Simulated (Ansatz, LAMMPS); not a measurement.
# Electronic structure of Ni59Al41 (at. %) with crystalline order left by the classical run (68 atoms), part 2 of 2

Wanted: forces and levels of Ni59Al41 (at. %) with crystalline order left by the classical run (68 atoms).

Ansatz 0.2.0; Kohn-Sham DFT, LDA, PAW (set soft_2), plane waves.

The cell: 40 Ni and 28 Al. The quench rate of 10 K/ps is orders of magnitude faster than experiment. The network of bonds at the start is that of the classical potential that made the cell.

So far: Starting point; Making the structure; Plane-wave single point.

## (3) Plane-wave single point (continued)

States in the cell by windows of 1 eV, zero at the Fermi level; the larger projections on atomic orbitals stand beside the total:

| from (eV) | to (eV) | total up | total down | Ni d | Al p | Ni s | Al s |
| --- | --- | --- | --- | --- | --- | --- | --- |
| -14 | -11 | 0.0 | 0.0 | 0.0 | 0.0 | 0.0 | 0.0 |
| -11 | -10 | 0.4 | 0.4 | 0.0 | 0.1 | 0.4 | 0.4 |
| -10 | -9 | 2.7 | 2.7 | 0.0 | 1.3 | 1.9 | 2.3 |
| -9 | -8 | 4.5 | 4.5 | 0.2 | 3.3 | 2.1 | 3.5 |
| -8 | -7 | 4.3 | 4.3 | 0.3 | 3.5 | 1.9 | 2.7 |
| -7 | -6 | 7.8 | 7.8 | 1.3 | 6.6 | 3.0 | 4.6 |
| -6 | -5 | 8.8 | 8.8 | 3.2 | 6.9 | 3.1 | 4.2 |
| -5 | -4 | 12.6 | 12.6 | 9.4 | 8.4 | 3.7 | 3.4 |
| -4 | -3 | 29.4 | 29.4 | 39.3 | 11.8 | 4.6 | 2.1 |
| -3 | -2 | 61.2 | 61.2 | 105.4 | 10.6 | 2.5 | 1.3 |
| -2 | -1 | 63.9 | 63.9 | 116.9 | 6.3 | 1.4 | 1.0 |
| -1 | 0 | 47.3 | 47.3 | 83.7 | 6.4 | 1.7 | 1.6 |
| 0 | 1 | 13.8 | 13.8 | 15.0 | 7.3 | 1.9 | 2.0 |
| 1 | 2 | 10.9 | 10.9 | 6.3 | 8.4 | 2.4 | 2.5 |
| 2 | 3 | 11.6 | 11.6 | 4.9 | 7.7 | 3.8 | 4.0 |
| 3 | 4 | 11.5 | 11.5 | 3.4 | 7.8 | 4.2 | 3.8 |
| 4 | 5 | 11.9 | 11.9 | 2.4 | 8.9 | 4.1 | 3.2 |

The curve was stored every 0.10 eV, coarse against its broadening of 0.08 eV, so these counts are rough.

The stored curve holds about 486 of the 804 electrons; the rest, give or take the few that broadening carries across the Fermi level, lie in deeper levels below its range.

The levels nearest the highest filled one (over half full), pooled over k-points and spins:

| level less the highest filled one (eV) | occupation |
| --- | --- |
| -0.0072 | 0.571 |
| -0.0072 | 0.571 |
| -2.0e-4 | 0.532 |
| -2.0e-4 | 0.532 |
| 0 | 0.531 |
| 0 | 0.531 |
| 0.0073 | 0.49 |
| 0.0073 | 0.49 |
| 0.0111 | 0.468 |
| 0.0111 | 0.468 |
| 0.0165 | 0.438 |
| 0.0165 | 0.438 |

Valence density in the ac plane at fractional y = 0.170, with atoms of Ni and Al within 0.2 Å of it. It is the smooth field of the valence electrons, not physical close to the nuclei.

Ten steps, logarithmic in the rise over the least value, from '_' (0 e/Å³) to '@' (45 e/Å³), each cell a mean:
```
________..----::....::**@@%%==..__..==##**==..________
______..==%%%%++....::**%%##--..____..::::..__________
______..++@@@@**::....::==--..________________________
______..--++**--..____......__________________________
________........______________________________________
______________________________________________________
__________________________________________......______
________________________________________..::--::..____
______________....________..::::..______..::==--..____
__________....::....____..--****++..______..::....____
__________....::....____..==%%@@##::________..________
____________......______..--**##++::__________________
__________________________..::::::..__........________
______________________________________..::::..________
______________________________________........________
__..::::::..______________________......______________
__::++##**--..________________..::----..______________
..--##@@%%==..________________..==****--..____________
__::++##**--..________________..==****--..____________
__....::::..______..____________::----..______________
....______________________________......____________..
....________________________________..::::..______....
::..__________________......______..==##**==..____..::
....________________..--++==::____::**@@@@++..______..
```
Columns run along a (9.5 Å), rows up along c (9.5 Å). Atoms in or near the plane, at fractional coordinates: Ni at (0.56, 0.55), Ni at (0.46, 0.95), Ni at (0.13, 0.26), Ni at (0.73, 0.01), Ni at (0.21, 0.90), Al at (0.03, 0.50).

Electrostatic potential energy in the ac plane at fractional y = 0.170, with atoms of Ni and Al within 0.2 Å of it. With pseudopotentials it is smooth inside the atoms' cores, unlike the true potential.

Ten even steps from '_' (-47 eV) to '@' (16 eV), each cell a mean:
```
@@@@@@@@##++++##@@@@**..____==%%@@%%--__..==%%@@@@@@@@
@@@@@@%%--____::##@@**..____++%%@@@@%%****%%@@@@%%%%%%
##@@@@%%::____..##@@%%**==++%%@@@@@@@@@@@@@@@@%%##****
##%%@@@@++::..==%%@@@@@@@@@@@@@@@@%%%%@@@@@@@@%%##****
%%@@@@@@@@%%%%%%@@@@@@@@@@@@@@@@%%####%%@@@@@@%%##**##
@@@@@@@@@@@@@@@@@@%%##%%@@@@@@@@%%####%%@@@@@@@@%%%%%%
@@@@@@@@@@@@@@@@@@######%%@@@@@@@@%%%%%%@@%%%%%%@@@@@@
@@@@@@@@@@@@@@@@@@%%####%%@@@@@@@@@@@@@@%%**++**%%@@@@
@@@@@@@@@@@@@@@@@@%%%%%%@@%%####%%@@@@@@%%**==++%%@@@@
%%%%%%@@@@@@%%##%%@@@@@@@@++....--##@@@@@@%%**##@@@@%%
****##%%@@@@##**##@@@@@@%%--____..**@@@@@@@@@@@@@@%%##
%%%%####@@@@%%%%%%@@@@@@@@++..__::##@@@@@@@@@@@@@@##**
%%%%**##@@@@@@@@@@@@@@@@@@%%****##@@@@@@%%%%@@@@@@##**
****##%%@@@@@@@@@@@@@@@@@@@@@@@@@@@@@@%%##**%%@@@@%%##
%%%%%%@@@@@@@@@@@@%%%%%%%%@@@@@@@@@@@@@@%%%%@@@@@@@@@@
@@@@##**##%%@@@@@@%%######@@@@@@@@@@@@@@@@@@@@@@@@@@@@
@@##::__..++@@@@@@####**##@@@@@@##++++%%@@@@@@@@@@@@@@
@@++______--%%@@@@%%%%##%%@@@@%%--__..++%%@@@@@@@@@@@@
@@##::__..++@@@@@@@@@@@@@@@@@@%%==__..++%%@@@@%%%%@@@@
@@@@##**##%%@@@@@@@@@@@@@@@@@@@@##++++%%@@@@@@%%%%@@@@
@@@@@@@@@@@@@@@@@@@@@@@@@@@@@@@@@@@@@@@@@@@@@@@@@@@@@@
##%%@@@@@@@@@@@@@@@@@@@@@@@@@@@@@@@@%%****%%@@@@@@@@%%
**%%@@@@@@@@@@@@@@@@@@@@%%%%@@@@@@%%--__..==%%@@@@@@##
%%@@@@@@@@@@@@@@@@@@%%==::--##@@@@##..____::##@@@@@@%%
```
Columns run along a (9.5 Å; values clipped at the 3rd and 97th percentile), rows up along c (9.5 Å). Atoms in or near the plane, at fractional coordinates: Ni at (0.56, 0.55), Ni at (0.46, 0.95), Ni at (0.13, 0.26), Ni at (0.73, 0.01), Ni at (0.21, 0.90), Al at (0.03, 0.50).

Within 0.4 eV of the Fermi level the largest share is Ni d (75 % of the projected weight).

## (4) Distances and neighbours

Bonds and neighbours are counted at the geometry of the runs.

Density 6.01 g/cm³, 12.62 Å³ an atom.

Pair distribution functions g(r), in bins of 0.1 Å:

| r (Å) | total | Ni-Ni | Ni-Al | Al-Al |
| --- | --- | --- | --- | --- |
| 2.15 | 0.00 | 0.00 | 0.00 | 0.00 |
| 2.25 | 0.11 | 0.17 | 0.12 | 0.00 |
| 2.35 | 1.43 | 1.97 | 1.53 | 0.00 |
| 2.45 | 3.39 | 3.27 | 4.56 | 0.28 |
| 2.55 | 5.27 | 4.84 | 6.49 | 2.66 |
| 2.65 | 2.60 | 1.94 | 3.13 | 2.47 |
| 2.75 | 2.36 | 2.15 | 1.94 | 3.96 |
| 2.85 | 1.10 | 0.74 | 1.13 | 1.73 |
| 2.95 | 0.55 | 0.59 | 0.35 | 1.01 |
| 3.05 | 0.35 | 0.37 | 0.20 | 0.75 |
| 3.15 | 0.36 | 0.17 | 0.43 | 0.53 |
| 3.25 | 0.45 | 0.48 | 0.40 | 0.50 |
| 3.35 | 0.47 | 0.53 | 0.33 | 0.77 |
| 3.45 | 0.55 | 0.29 | 0.36 | 1.62 |
| 3.55 | 0.54 | 0.74 | 0.43 | 0.41 |
| 3.65 | 0.58 | 0.70 | 0.55 | 0.39 |
| 3.75 | 0.40 | 0.61 | 0.26 | 0.37 |
| 3.85 | 0.62 | 0.64 | 0.53 | 0.82 |
| 3.95 | 0.68 | 0.44 | 0.90 | 0.56 |
| 4.05 | 0.61 | 0.94 | 0.41 | 0.53 |
| 4.15 | 0.96 | 1.09 | 0.85 | 1.01 |
| 4.25 | 1.14 | 1.13 | 1.18 | 1.06 |
| 4.35 | 1.44 | 1.44 | 1.52 | 1.20 |
| 4.45 | 1.40 | 1.33 | 1.54 | 1.15 |
| 4.55 | 1.64 | 1.28 | 1.91 | 1.60 |
| 4.65 | 1.56 | 1.62 | 1.61 | 1.29 |
| 4.75 | 1.22 | 0.91 | 1.51 | 1.00 |

Neighbours by pair of elements; one cutoff, the widest of the pairs' first minima of g(r), serves all pairs of this metal:

| pair A-B | cutoff (Å) | bonds | mean length (Å) | spread (Å) | shortest (Å) | B about A | A about B |
| --- | --- | --- | --- | --- | --- | --- | --- |
| Ni-Ni | 3.12 | 126 | 2.60 | 0.173 | 2.25 | 6.3 | 6.3 |
| Ni-Al | 3.12 | 212 | 2.59 | 0.152 | 2.28 | 5.3 | 7.57 |
| Al-Al | 3.12 | 56 | 2.75 | 0.151 | 2.49 | 4 | 4 |

The cutoff for Al-Al falls short of the minimum of g(r), so counts run low and odd coordinations can be artefacts.

How many atoms have how many bonded neighbours:

| element | mean | 10 | 11 | 12 | 13 |
| --- | --- | --- | --- | --- | --- |
| Al | 11.6 | 1 | 11 | 15 | 1 |
| Ni | 11.6 | 2 | 12 | 26 | 0 |

Bond length by coordination (bonds to H left out):

| element | coordination | atoms | mean bond length (Å) |
| --- | --- | --- | --- |
| Al | 10 | 1 | 2.54 |
| Al | 11 | 11 | 2.63 |
| Al | 12 | 15 | 2.66 |
| Al | 13 | 1 | 2.71 |
| Ni | 10 | 2 | 2.54 |
| Ni | 11 | 12 | 2.57 |
| Ni | 12 | 26 | 2.61 |

Local excerpt of 12 atoms (numbers count through the whole input) about Al50, which bears the longest force; x, y, z are measured from there.

| atom | x | y | z | distance (Å) | bonds | Fx | Fy | Fz (eV/Å) |
| --- | --- | --- | --- | --- | --- | --- | --- | --- |
| Al50 | 0.00 | 0.00 | 0.00 | 0.00 | 11 | -0.98 | 0.99 | 1.22 |
| Ni7 | 0.79 | -2.21 | 0.28 | 2.36 | 12 | 0.21 | -0.05 | -0.12 |
| Ni24 | 0.22 | 1.71 | 1.74 | 2.44 | 12 | -0.05 | 0.34 | -0.66 |
| Ni16 | -1.93 | -1.50 | 0.41 | 2.48 | 11 | 0.24 | 0.01 | -0.78 |
| Ni35 | -1.23 | 2.11 | -0.67 | 2.54 | 12 | -0.60 | -1.35 | 0.47 |
| Al44 | -0.69 | -1.61 | -1.89 | 2.58 | 12 | 0.29 | -1.44 | 0.03 |
| Al59 | 2.43 | -0.59 | -0.72 | 2.60 | 10 | 0.17 | -0.70 | -0.74 |
| Ni10 | -0.97 | -0.49 | 2.37 | 2.61 | 11 | -0.65 | 0.13 | 0.64 |
| Ni4 | 0.96 | 0.80 | -2.39 | 2.69 | 12 | 0.00 | -0.14 | 0.78 |
| Al46 | 1.38 | 2.35 | -0.42 | 2.76 | 11 | -0.10 | 0.55 | 0.04 |
| Ni37 | -2.48 | 0.81 | 0.92 | 2.77 | 12 | -0.03 | 0.20 | -0.14 |
| Ni15 | 1.36 | -0.78 | 2.54 | 2.99 | 12 | -0.24 | 0.34 | -0.12 |

The column of bonds counts only the pairs Ni-Ni within 3.12 Å, Ni-Al within 3.12 Å, Al-Al within 3.12 Å; other neighbours, such as metal atoms beside each other in a compound, aren't counted, and periodic images can show an atom twice.

## (5) Outcome

```json
{"free energy per atom": "-3607.5958 eV/atom", "pressure": "-12.54 GPa", "r.m.s. force component": "0.4831 eV/Å", "wall time of the 1 DFT run": "4.1 min"}
```

What this shows: 84 levels are partly filled, by over 2 % (on the run's k-points), as in a metal.

**Limits.** In the spin-polarised runs the search for a state of lower energy was switched off. The force components of 0.48 eV/Å r.m.s. reflect the temperature of the frame as well as the gap between the generating potential and DFT. The run was spin polarised, started with 40 parallel moments, ending at 0.0 μB in the cell; the starting moments vanished. The stress is far from hydrostatic: its diagonal is -13.6, -13.5, -10.5 GPa, compression counted positive. The classical run held zero pressure, yet DFT finds -13 GPa in this frame, which points to a density or bond lengths far off those of this functional.

[Logs are printed without paths, hosts, clocks, repeated set-up lines and the standing remarks that a program may print on its own settings, such as how far it seeks lower states.]

[Hosts, paths, dates, database ids (printed as entryN), source tags and the programs' standing remarks are cut or masked in the printed files.]
